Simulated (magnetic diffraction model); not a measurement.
## Ho2Rh3Pb5 below its ordering temperature

Space group C2/c (no. 15), a = 12.7510 Å, b = 13.7570 Å, c = 6.5580 Å, β = 118.46°.

```csv
site,atom,x,y,z
8f,Pb,0.3268,0.0872,0.8236
4e,Pb,1/2,0.7791,1/4
4e,Pb,1/2,0.2114,1/4
4e,Pb,1/2,0.5122,1/4
8f,Ho,0.2342,0.1349,0.2368
4e,Rh,1/2,0.9978,3/4
8f,Rh,0.6008,0.3560,0.1291
```

The compound is invented for this exercise: a known structure type with other elements, its cell scaled to their sizes and not relaxed.

Only Ho is taken to order (form factors of Ho3+); orders and moment sizes are assumed, and not adapted to the symmetry. Radiation: neutrons of λ = 2.567 Å, 3° to 45°; isotropic B of 0.27 Å² (Pb), 0.3 Å² (Ho) and 0.25 Å² (Rh). The intensities are simulated: I ∝ L Σ (|F_N|² + |F_M⊥|²) for unpolarised neutrons, with F_M = 2.695 fm/μB × Σ f(s) S exp(2πi Q·r) exp(−B s²) at Q = H ± k (one set where k and −k are equivalent), only the part normal to Q counting and L = 1/(sin²θ cos θ). For a modulated order the moment at position r is S exp(−2πi k·r) + c.c., with S = m/2 for a sine wave of amplitude m and S = m(u + iv)/2 for moments turning in a plane, u and v being orthogonal unit vectors in it; the phase factor of the sum at Q = H + k is then exp(2πi H·r). Form factors are spin-only for 3d ions and dipole or tabulated for f ions, scattering lengths are Sears's of 1992, and absorption is left out. A label names one of the reflections at its angle. The strongest nuclear line in the range is 100, and lines under 0.2 are left out.

Above the ordering temperature:

```
2θ (°)     index      I
 16.99   (1 1 0)    3.9
 21.51   (0 2 0)    4.3
 25.06  (1 1 -1)    0.4
 26.48   (2 0 0)  100.0
 33.77   (0 2 1)   23.1
 34.36   (2 2 0)   31.7
 34.56  (2 2 -1)   40.9
 35.20   (1 3 0)   24.5
 36.03   (1 1 1)    2.6
 37.51  (3 1 -1)    2.6
 39.95  (1 3 -1)    0.2
 41.70   (3 1 0)   68.3
 43.83   (0 4 0)   29.7
```

Below it (cell unchanged):

```
2θ (°)      I
 14.85   10.7
 16.99    3.9
 19.66    3.5
 21.51    4.3
 25.06    0.4
 26.48  100.0
 26.76  899.7
 31.36  457.7
 31.55    0.8
 31.99    6.8
 32.20  440.9
 33.77   23.1
 34.36   31.7
 34.56   40.9
 35.03    9.7
 35.20   24.5
 36.03    2.6
 36.47  250.0
 36.54   12.4
 37.02    3.8
 37.21  247.1
 37.44    7.5
 37.51    2.6
 38.87    9.7
 38.96    0.3
 39.95    0.2
 40.81   14.6
 41.70   68.3
 42.95   11.9
 43.83   29.7
```

**Question.** Find the propagation vector, then choose among these models:
A. moments turning in the plane of [010] and [001], 9.5 μB on Ho; signs + at (0.2342, 0.1349, 0.2368), + at (0.7658, 0.1349, 0.2632), + at (0.7658, 0.8651, 0.7632), + at (0.2342, 0.8651, 0.7368)
B. a sine wave with moments along [010] (amplitudes given), 9.5 μB on Ho; signs + at (0.2342, 0.1349, 0.2368), + at (0.7658, 0.1349, 0.2632), + at (0.7658, 0.8651, 0.7632), + at (0.2342, 0.8651, 0.7368)
C. moments turning in the plane of [100] and [010], 9.5 μB on Ho; signs + at (0.2342, 0.1349, 0.2368), + at (0.7658, 0.1349, 0.2632), + at (0.7658, 0.8651, 0.7632), + at (0.2342, 0.8651, 0.7368)
D. a sine wave with moments along [001] (amplitudes given), 9.5 μB on Ho; signs + at (0.2342, 0.1349, 0.2368), + at (0.7658, 0.1349, 0.2632), + at (0.7658, 0.8651, 0.7632), + at (0.2342, 0.8651, 0.7368)

The new lines index as (1 0.643 0) at 14.85°, (1 1.357 0) at 19.66°, (2 0.357 0) at 26.76° and (0 1.643 1) at 31.36°, that is as H ± k with k = (0 0.357 0). Satellites come in pairs about each point of the reciprocal lattice.

Magnetic intensity, observed (below minus above) and for each model:

| 2θ (°) | index | observed | A | B | C | D |
| --- | --- | --- | --- | --- | --- | --- |
| 3.82 | (0 0.357 0) | <0.2 | 24092.8 | <0.2 | 24092.8 | 24092.8 |
| 17.64 | (0 1.643 0) | <0.2 | 17.2 | <0.2 | 17.2 | 17.2 |
| 26.76 | (2 0.357 0) | 899.7 | 1818.5 | 899.7 | 1123.1 | 918.8 |
| 31.36 | (0 1.643 1) | 457.7 | 778.6 | 457.7 | 1132.3 | 320.9 |
| 32.20 | (2 1.643 -1) | 440.9 | 759.5 | 440.9 | 741.1 | 318.6 |
| 36.47 | (0 2.357 1) | 250.0 | 550.7 | 250.0 | 743.9 | 300.7 |
| 37.21 | (2 2.357 -1) | 247.1 | 540.6 | 247.1 | 530.3 | 293.6 |
| 39.74 | (0 3.643 0) | <0.2 | 198.5 | <0.2 | 198.5 | 198.5 |

Model B matches.

The absence at (0 0.357 0) is telling: Q lies along the moments there, so the part normal to Q vanishes.

The structure used: k = (0 0.357 0), a sine wave with moments along [010] (amplitudes given), 9.5 μB on Ho; signs + at (0.2342, 0.1349, 0.2368), + at (0.7658, 0.1349, 0.2632), + at (0.7658, 0.8651, 0.7632), + at (0.2342, 0.8651, 0.7368).

[Logs are printed without paths, hosts, clocks, repeated set-up lines and the standing remarks that a program may print on its own settings, such as how far it seeks lower states.]
